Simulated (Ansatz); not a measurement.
**K on Al(111): change of the work function**

Wanted: Δφ(θ) for K/Al(111), starting from the fcc site.

Main program and level: Ansatz 0.2.0; plane-wave DFT, PBE, Ansatz PAW.

### 1. Set-up

The cell holds 4 atoms: 4 Al. Cell: a = 2.864 Å, b = 2.864 Å, c = 25.015 Å, α = 90.0°, β = 90.0°, γ = 60.0°. Vacuum lies along c.

### 2. The clean slab

The bare slab comes first, as the zero from which every change is counted. The two lowest layers are held at bulk places and the upper ones relax. The dipole correction removes the false field that a one-sided slab makes across the periodic vacuum, so each face gets a flat vacuum level of its own.

The input, input.yaml:

```yaml
crystal:
  lattice:
    - [2.8637824638, 0.0, 0.0]
    - [1.4318912319, 2.4801083646, 0.0]
    - [0.0, 0.0, 25.0148057707]
  atoms:
    - { symbol: Al, position: [0.0, 0.0, 0.3597869231] }
    - { symbol: Al, position: [0.3333333333, 0.3333333333, 0.4532623077] }
    - { symbol: Al, position: [0.6666666667, 0.6666666667, 0.5467376923] }
    - { symbol: Al, position: [0.0, 0.0, 0.6402130769] }
kpoints:
  mp_grid: { grid: [12, 12, 1] }
hamiltonian:
  xc: pbe
scf:
  occupations: { method: fermi_dirac, width: 0.1 }
  convergence: { dr2_threshold: 1.0e-08 }
efield:
  axis: 3
  dipole_correction: true
  ramp_position: 0.97
  ramp_width: 0.06
relax:
  f_tol: 0.02
  max_steps: 60
  constraints: [{ sites: [0, 1] }]
output:
  write_potential: true
  write_density: true
  volumetric_format: npy
```

The run is started by

```console
$ ansatz run input.yaml --threads 2 --pin off --max-ram 4096MiB --backend cpu --events-out ev --progress --plain --runs-dir out
```

Numbers of over 12 decimals in the logs are rounded to 6 here.

Output:

```text
Engine: ansatz 0.2.0, aarch64-unknown-linux-gnu
Pseudopotentials: kind: paw
Pseudopotential: Al, paw, valence charge 3, recommended cutoff 420 eV (normal), Al.paw.azcp
Functional definition: PBE
  parameter kappa = 0.804
  parameter beta = 0.066725
  exchange = pbe_x(kappa = kappa, mu = beta*pi^2/3)
  correlation = pbe_c(beta = beta)
Crystal: 4 atoms, lattice volume = 177.667 Å³
Basis set: ecut = 420 eV, 3467 PW (Γ), exchange–correlation on 40×40×360 points (8 copies of the dense FFT grid, shifted against one another)
Bands: 10, of which v1, the nominal top of the filled ones, is band 6 counted from 1 (5 counted from 0)
Symmetry: 6 space group operations
k-points: 19 of 144 (time reversal used)
Non-local potential: Al, projectors of the file, l = 0: 2, l = 1: 2, l = 2: 1
PAW form: soft (Blöchl's): semilocal exchange-correlation on the pseudo side does not see the compensation charge
PAW one-centre angular grid: Al, 110 points (default); XC on 64 Gauss nodes
Initial density: superposition of atomic densities (neutral atoms: chi_scale 0, normalization atom), corrected by the library's trained network
Initial wavefunctions: pseudopotential atomic-orbital guess
Functional: x = pbe(κ = 0.804, μ = 0.219515), c = pbe(β = 0.066725)
SCF iter   1: F=—  HF=-2149.281065 eV  |F-HF|=—  |Δ(HF+E_count)|=         —  Δρ=1.37e-3  dr2=4.13e-2  ethr=1.77e-3  p=-0.000 e·Å  D=-1.79e-14 V/Å  ΔV_dip=0.00 eV  dr2_dipole=1.23e-6  V_vac-E_F(+/−)=3.96/3.96 eV  ⟨swp⟩=8.2  Hψ=1709  notcnv=0
efield: sawtooth ramp at fractional position 0.9700 (set: `efield.ramp_position`, or a place that a band, a saddle search or an elastic batch's reference lends), width 0.0600; the density the first Hamiltonian is built on has a dipole p = -0.000 e·Å; the dipole correction subtracts the counter field D = -1.79e-14 V/Å, which shifts the + side's vacuum level by +0.00 eV against the − side's; the planar-averaged density in the ramp window peaks in size at 6.8e-6 e/Å³
preconditioner: auto → LDOS  [metal: Δε(μ)=0.035 eV  Ē_g=6.481 eV  σ=0.100 eV  W_gap=0.09  n_scr=12 (ndim 8)  ℏωp=9.7 eV  f_vac=0.517  D(μ)=1.93/eV (n_scr^D=10)  β→1.0]
SCF iter   2: F=—  HF=-2149.278663 eV  |F-HF|=—  |Δ(HF+E_count)|=   2.40e-3  Δρ=4.15e-4  dr2=5.50e-4  ethr=3.44e-4  p=-0.000 e·Å  D=-2.16e-5 V/Å  ΔV_dip=0.00 eV  dr2_dipole=9.75e-7  V_vac-E_F(+/−)=4.05/4.05 eV  ⟨swp⟩=1.4  Hψ=364  notcnv=0
SCF iter   3: F=—  HF=-2149.278781 eV  |F-HF|=—  |Δ(HF+E_count)|=   1.18e-4  Δρ=1.46e-4  dr2=1.74e-4  ethr=4.59e-6  p=-0.000 e·Å  D=-1.14e-5 V/Å  ΔV_dip=0.00 eV  dr2_dipole=2.68e-9  V_vac-E_F(+/−)=4.05/4.05 eV  ⟨swp⟩=2.3  Hψ=349  notcnv=0
SCF iter   4: F=—  HF=-2149.278775 eV  |F-HF|=—  |Δ(HF+E_count)|=   6.25e-6  Δρ=2.72e-5  dr2=6.01e-6  ethr=1.45e-6  p=-0.000 e·Å  D=-4.98e-6 V/Å  ΔV_dip=0.00 eV  dr2_dipole=2.20e-9  V_vac-E_F(+/−)=4.05/4.05 eV  ⟨swp⟩=2.6  Hψ=311  notcnv=0
SCF iter   5: F=—  HF=-2149.278723 eV  |F-HF|=—  |Δ(HF+E_count)|=   5.25e-5  Δρ=8.22e-6  dr2=2.22e-7  ethr=5.01e-8  p=-0.000 e·Å  D=-2.02e-6 V/Å  ΔV_dip=0.00 eV  dr2_dipole=6.48e-11  V_vac-E_F(+/−)=4.05/4.05 eV  ⟨swp⟩=2.3  Hψ=315  notcnv=0
SCF iter   6: F=—  HF=-2149.278723 eV  |F-HF|=—  |Δ(HF+E_count)|=   3.20e-7  Δρ=1.90e-6  dr2=2.67e-8  ethr=1.85e-9  p=-0.000 e·Å  D=-6.66e-7 V/Å  ΔV_dip=0.00 eV  dr2_dipole=4.13e-15  V_vac-E_F(+/−)=4.05/4.05 eV  ⟨swp⟩=2.4  Hψ=314  notcnv=0
SCF iter   7: F=-2149.278723 eV  HF=-2149.278723 eV  |F-HF|=4.15e-9  |Δ(HF+E_count)|=   1.70e-8  Δρ=3.92e-7  dr2=9.37e-10  ethr=8.33e-11  p=-0.000 e·Å  D=-7.30e-8 V/Å  ΔV_dip=0.00 eV  dr2_dipole=1.46e-13  V_vac-E_F(+/−)=4.05/4.05 eV  ⟨swp⟩=9.1  Hψ=1233  notcnv=0
SCF 1 converged in 7 iterations: F = -2149.278723 eV  dr2 = 9.37e-10
  greatest PAW one-centre occupation: 0.462 electrons in one spin orbital (limit 2), on the Al atom at site 0 (counted from 0), in its partial waves of l = 0
relax step   1: F+E_penalty+E_count = -2149.27872285 eV  Δ(F+E_penalty+E_count) = +0.000e0 eV  max|allowed force component| = 1.320e-1 eV/Å  Δτ_max = 0.0000 Å  (7 SCF iters, accepted)
Initial density: handed on by an earlier stage of this run
Initial wavefunctions: those handed on with the density
iter 1 solved again at ethr=3.27e-4 eV; its pass at ethr=3.10e-3 eV (dr2=3.92e-2 eV) is discarded
SCF iter   1: F=—  HF=-2149.285072 eV  |F-HF|=—  |Δ(HF+E_count)|=         —  Δρ=1.34e-3  dr2=3.83e-2  ethr=3.27e-4  p=-0.000 e·Å  D=-7.52e-8 V/Å  ΔV_dip=0.00 eV  dr2_dipole=4.72e-3  V_vac-E_F(+/−)=4.05/4.05 eV  ⟨swp⟩=1.2  Hψ=1170  notcnv=0
efield: sawtooth ramp at fractional position 0.9700 (set: `efield.ramp_position`, or a place that a band, a saddle search or an elastic batch's reference lends), width 0.0600; the density the first Hamiltonian is built on has a dipole p = -0.000 e·Å; the dipole correction subtracts the counter field D = -7.52e-8 V/Å, which shifts the + side's vacuum level by +0.00 eV against the − side's; the planar-averaged density in the ramp window peaks in size at 1.7e-7 e/Å³
preconditioner: auto → LDOS  [metal: Δε(μ)=0.063 eV  Ē_g=6.503 eV  σ=0.100 eV  W_gap=0.15  n_scr=12 (ndim 8)  ℏωp=9.7 eV  f_vac=0.521  D(μ)=1.95/eV (n_scr^D=10)  β→1.0]
SCF iter   2: F=—  HF=-2149.281980 eV  |F-HF|=—  |Δ(HF+E_count)|=   3.09e-3  Δρ=4.25e-4  dr2=1.25e-3  ethr=3.19e-4  p=0.000 e·Å  D=1.82e-7 V/Å  ΔV_dip=-0.00 eV  dr2_dipole=2.59e-4  V_vac-E_F(+/−)=4.03/4.03 eV  ⟨swp⟩=2.1  Hψ=258  notcnv=0
SCF iter   3: F=—  HF=-2149.281849 eV  |F-HF|=—  |Δ(HF+E_count)|=   1.31e-4  Δρ=1.92e-4  dr2=2.96e-4  ethr=1.04e-5  p=0.000 e·Å  D=6.48e-5 V/Å  ΔV_dip=-0.00 eV  dr2_dipole=1.61e-6  V_vac-E_F(+/−)=4.02/4.02 eV  ⟨swp⟩=2.4  Hψ=337  notcnv=0
SCF iter   4: F=—  HF=-2149.281822 eV  |F-HF|=—  |Δ(HF+E_count)|=   2.67e-5  Δρ=2.12e-5  dr2=3.32e-6  ethr=2.46e-6  p=0.000 e·Å  D=8.41e-5 V/Å  ΔV_dip=-0.00 eV  dr2_dipole=8.88e-8  V_vac-E_F(+/−)=4.02/4.02 eV  ⟨swp⟩=2.3  Hψ=272  notcnv=0
SCF iter   5: F=—  HF=-2149.281817 eV  |F-HF|=—  |Δ(HF+E_count)|=   5.30e-6  Δρ=7.09e-6  dr2=1.97e-7  ethr=2.77e-8  p=0.000 e·Å  D=7.28e-5 V/Å  ΔV_dip=-0.00 eV  dr2_dipole=1.99e-8  V_vac-E_F(+/−)=4.02/4.02 eV  ⟨swp⟩=2.4  Hψ=343  notcnv=0
SCF iter   6: F=—  HF=-2149.281817 eV  |F-HF|=—  |Δ(HF+E_count)|=   1.41e-7  Δρ=1.36e-6  dr2=1.11e-8  ethr=1.64e-9  p=0.000 e·Å  D=6.54e-5 V/Å  ΔV_dip=-0.00 eV  dr2_dipole=2.37e-11  V_vac-E_F(+/−)=4.02/4.02 eV  ⟨swp⟩=2.5  Hψ=297  notcnv=0
SCF iter   7: F=-2149.281817 eV  HF=-2149.281817 eV  |F-HF|=2.26e-9  |Δ(HF+E_count)|=   5.33e-9  Δρ=3.42e-7  dr2=9.00e-10  ethr=8.33e-11  p=0.000 e·Å  D=6.31e-5 V/Å  ΔV_dip=-0.00 eV  dr2_dipole=5.33e-14  V_vac-E_F(+/−)=4.02/4.02 eV  ⟨swp⟩=9.1  Hψ=1236  notcnv=0
SCF 2 converged in 7 iterations: F = -2149.281817 eV  dr2 = 9.00e-10
  greatest PAW one-centre occupation: 0.463 electrons in one spin orbital (limit 2), on the Al atom at site 3 (counted from 0), in its partial waves of l = 0
relax step   2: F+E_penalty+E_count = -2149.28181683 eV  Δ(F+E_penalty+E_count) = -3.094e-3 eV  max|allowed force component| = 5.697e-2 eV/Å  Δτ_max = 0.0619 Å  (7 SCF iters, accepted)
SCF iter   1: F=—  HF=-2149.282212 eV  |F-HF|=—  |Δ(HF+E_count)|=         —  Δρ=2.15e-4  dr2=1.06e-3  ethr=4.10e-5  p=0.000 e·Å  D=6.31e-5 V/Å  ΔV_dip=-0.00 eV  dr2_dipole=1.83e-4  V_vac-E_F(+/−)=4.02/4.02 eV  ⟨swp⟩=2.3  Hψ=665  notcnv=0
efield: sawtooth ramp at fractional position 0.9700 (set: `efield.ramp_position`, or a place that a band, a saddle search or an elastic batch's reference lends), width 0.0600; the density the first Hamiltonian is built on has a dipole p = 0.000 e·Å; the dipole correction subtracts the counter field D = 6.31e-5 V/Å, which shifts the + side's vacuum level by -0.00 eV against the − side's; the planar-averaged density in the ramp window peaks in size at 5.2e-8 e/Å³
preconditioner: auto → LDOS  [metal: Δε(μ)=0.068 eV  Ē_g=6.492 eV  σ=0.100 eV  W_gap=0.16  n_scr=12 (ndim 8)  ℏωp=9.7 eV  f_vac=0.520  D(μ)=1.91/eV (n_scr^D=10)  β→1.0]
SCF iter   2: F=—  HF=-2149.282106 eV  |F-HF|=—  |Δ(HF+E_count)|=   1.05e-4  Δρ=1.28e-4  dr2=8.40e-5  ethr=8.82e-6  p=0.000 e·Å  D=7.97e-5 V/Å  ΔV_dip=-0.00 eV  dr2_dipole=8.18e-7  V_vac-E_F(+/−)=4.02/4.02 eV  ⟨swp⟩=1.6  Hψ=363  notcnv=0
SCF iter   3: F=—  HF=-2149.282096 eV  |F-HF|=—  |Δ(HF+E_count)|=   1.06e-5  Δρ=2.29e-5  dr2=9.96e-6  ethr=7.00e-7  p=-0.000 e·Å  D=-1.38e-5 V/Å  ΔV_dip=0.00 eV  dr2_dipole=1.95e-6  V_vac-E_F(+/−)=4.02/4.02 eV  ⟨swp⟩=2.7  Hψ=381  notcnv=0
SCF iter   4: F=—  HF=-2149.282096 eV  |F-HF|=—  |Δ(HF+E_count)|=   1.92e-7  Δρ=5.61e-6  dr2=6.74e-7  ethr=8.30e-8  p=-0.000 e·Å  D=-3.55e-5 V/Å  ΔV_dip=0.00 eV  dr2_dipole=1.17e-7  V_vac-E_F(+/−)=4.02/4.02 eV  ⟨swp⟩=1.4  Hψ=224  notcnv=0
SCF iter   5: F=-2149.282096 eV  HF=-2149.282096 eV  |F-HF|=7.79e-9  |Δ(HF+E_count)|=   4.76e-8  Δρ=9.72e-7  dr2=3.57e-9  ethr=8.33e-11  p=-0.000 e·Å  D=-4.17e-5 V/Å  ΔV_dip=0.00 eV  dr2_dipole=4.91e-10  V_vac-E_F(+/−)=4.02/4.02 eV  ⟨swp⟩=8.5  Hψ=1456  notcnv=0
SCF 3 converged in 5 iterations: F = -2149.282096 eV  dr2 = 3.57e-9
  greatest PAW one-centre occupation: 0.463 electrons in one spin orbital (limit 2), on the Al atom at site 0 (counted from 0), in its partial waves of l = 0
relax step   3: F+E_penalty+E_count = -2149.28209604 eV  Δ(F+E_penalty+E_count) = -2.792e-4 eV  max|allowed force component| = 2.389e-3 eV/Å  Δτ_max = 0.0093 Å  (5 SCF iters, accepted)
NSCF: frozen V_eff on 19 k-points
the band table was solved once a step of the walk had ended and its energy, with any forces and stress, was formed, with the checks that follow a solve (2035 applications of the Hamiltonian). They found nothing against the state; the energy, forces and stress were not computed again (output.eigenvalues in the input reference)
WARN: The input density's exchange-correlation potential varies sharply where the density is thin. Do not read a vacuum level from v_tot or v_xc, or from such a field of the output density. On a cell that repeats whose density bears no net charge and no dipole along the vacuum's axis use v_es (v_loc + v_h of the components); under efield.dipole_correction with no amplitude use v_es + v_field, which holds any external [...]
SCF converged after 5 iterations
Free energy (F): -2149.282096 eV
Harris-Foulkes:  -2149.282096 eV  (|F-HF|=7.79e-9)
Internal energy: -2149.219587 eV  (E = F + TS)
E sigma→0 (E₀):  -2149.250841 eV
Entropy (-TS):   -0.062509 eV (-15.627 meV/atom)
Fermi energy:    0.479266 eV
Dipole field:    D = -0.000073 V/Å  (p = -0.000072 e·Å, saw-weighted, corrected)
Work function:   Φ+ = 4.0205 eV   Φ− = 4.0187 eV
Levels:          The Fermi level and band energies are counted from a zero that moves with the ramp; work functions are not
--- Per-component energies (eV) ---
  E_band       = -44.413710
  E_kinetic    = 87.546440
  E_local      = -3014.590194  (includes V_loc(G=0)·N_el)
  E_nonlocal   = 41.703702
  E_hartree    = 1484.218628
  E_xc         = -156.809171
  E_vxc        = -112.957825  (∫ρ·V_xc dr)
  E_paw        = -1869.225999  (= ΣΔE_a)
  E_vpaw       = -14.554873  (= ΣTr[D̂ρ^β])
  E_aug_tail   = -0.000009  (compensation charges beyond the density's cutoff)
  E_efield     = 0.000000  (sawtooth field / dipole correction)
  E_vefield    = -0.000024  (∫n·V_field dr)
  E_ewald      = 1277.937017
  E_smearing   = -0.062509  (= −TS)
  E_closure    = -0.000000  (closes the sum)
  Σ components = -2149.282096   (vs F -2149.282096, Δ=0.00e0)
--- Forces (eV/Å), atoms counted from 1 ---
  atom   1  Al    -0.00000000     0.00000000     0.01001900
  atom   2  Al    -0.00000000     0.00000000    -0.01099822
  atom   3  Al     0.00000000    -0.00000000    -0.00139935
  atom   4  Al    -0.00000000    -0.00000000     0.00238930
  max |Σ_I F_I| component: 1.07e-5 eV/Å
--- Band table (eV; the first three rows and the last of 19) ---
  k-point 0: bands = ["-10.3221", "-9.2285", "-7.6200", "-5.3461", "-2.8883", "0.0394", "2.5925", "4.0136", "4.4355", "5.4494"]
  k-point 1: bands = ["-10.1555", "-9.0628", "-7.4556", "-5.1818", "-2.7320", "0.1950", "2.7478", "4.1769", "4.6017", "5.6108"]
  k-point 2: bands = ["-9.6568", "-8.5668", "-6.9634", "-4.6912", "-2.2635", "0.6555", "3.1920", "4.6420", "5.0801", "5.6506"]
  k-point 18: bands = ["-2.6054", "-2.5276", "-2.5272", "-1.6010", "-1.5972", "-1.4746", "-0.1635", "-0.1632", "0.8321", "2.3628"]
--- Relaxed structure (3 steps of the walk, 3 accepted, 0 SCFs on fresh bases) ---
  F+E_penalty+E_count = -2149.28209604 eV   max|allowed force component| = 2.389e-3 eV/Å
  atoms:
    - { symbol: Al, position: [0.0, 0.0, 0.3597869231] }
    - { symbol: Al, position: [0.333333, 0.333333, 0.453262] }
    - { symbol: Al, position: [0.666667, 0.666667, 0.544636] }
    - { symbol: Al, position: [0, 0, 0.637923] }
```

It took 5.3 s on 2 threads of Arm Neoverse V1, shared host; peak memory 0.35 GiB.

The steps of the relaxation:

| step | energy less that of the first step (eV) | largest force component (eV/Å) |
| --- | --- | --- |
| 1 | 0.0000 | 0.1320 |
| 2 | -0.0031 | 0.0570 |
| 3 | -0.0034 | 0.0024 |

Forces are held to the 6 operations that the run works with; a distortion that breaks them can't arise in this run.

The atoms that moved most (Å):

| atom | dx | dy | dz | length |
| --- | --- | --- | --- | --- |
| Al4 | 0.000 | 0.000 | -0.057 | 0.057 |
| Al3 | 0.000 | 0.000 | -0.053 | 0.053 |

This step gave:

```yaml
energy_at_zero_smearing: -2149.2508 eV
work_function_upper_face: 4.021 eV
dipole_along_the_normal: -7.20e-5 e·Å
```

Running mean over 2.338 Å of the planar mean; the ramp of the sawtooth is left out. Table of electron's electrostatic potential energy less the Fermi level by z:

| z (Å) | electron's electrostatic potential energy less the Fermi level (eV) |
| --- | --- |
| 4 | 4.02 |
| 5 | 4.01 |
| 6 | 3.92 |
| 7 | 2.91 |
| 8 | -1.37 |
| 9 | -4.40 |
| 10 | -4.58 |
| 11 | -4.61 |
| 12 | -4.78 |
| 13 | -4.77 |
| 14 | -4.62 |
| 15 | -4.59 |
| 16 | -4.37 |
| 17 | -1.17 |
| 18 | 3.02 |
| 19 | 3.93 |
| 20 | 4.01 |
| 21 | 4.02 |

The relaxation took 3 steps and lowered the energy by 0.0034 eV; the largest force on the free atoms ends at 0.0024 eV/Å.

The work function of the upper face is 4.02 eV.

(Continued in part 2 of 3.)

[Logs are printed without paths, hosts, clocks, repeated set-up lines and the standing remarks that a program may print on its own settings, such as how far it seeks lower states.]

[Hosts, paths, dates, database ids (printed as entryN), source tags and the programs' standing remarks are cut or masked in the printed files.]

[Maps of the electrostatic potential energy from Ansatz leave out the sawtooth potential of an applied field or a dipole correction, so their vacuum need not be flat; planar profiles and work functions include it.]
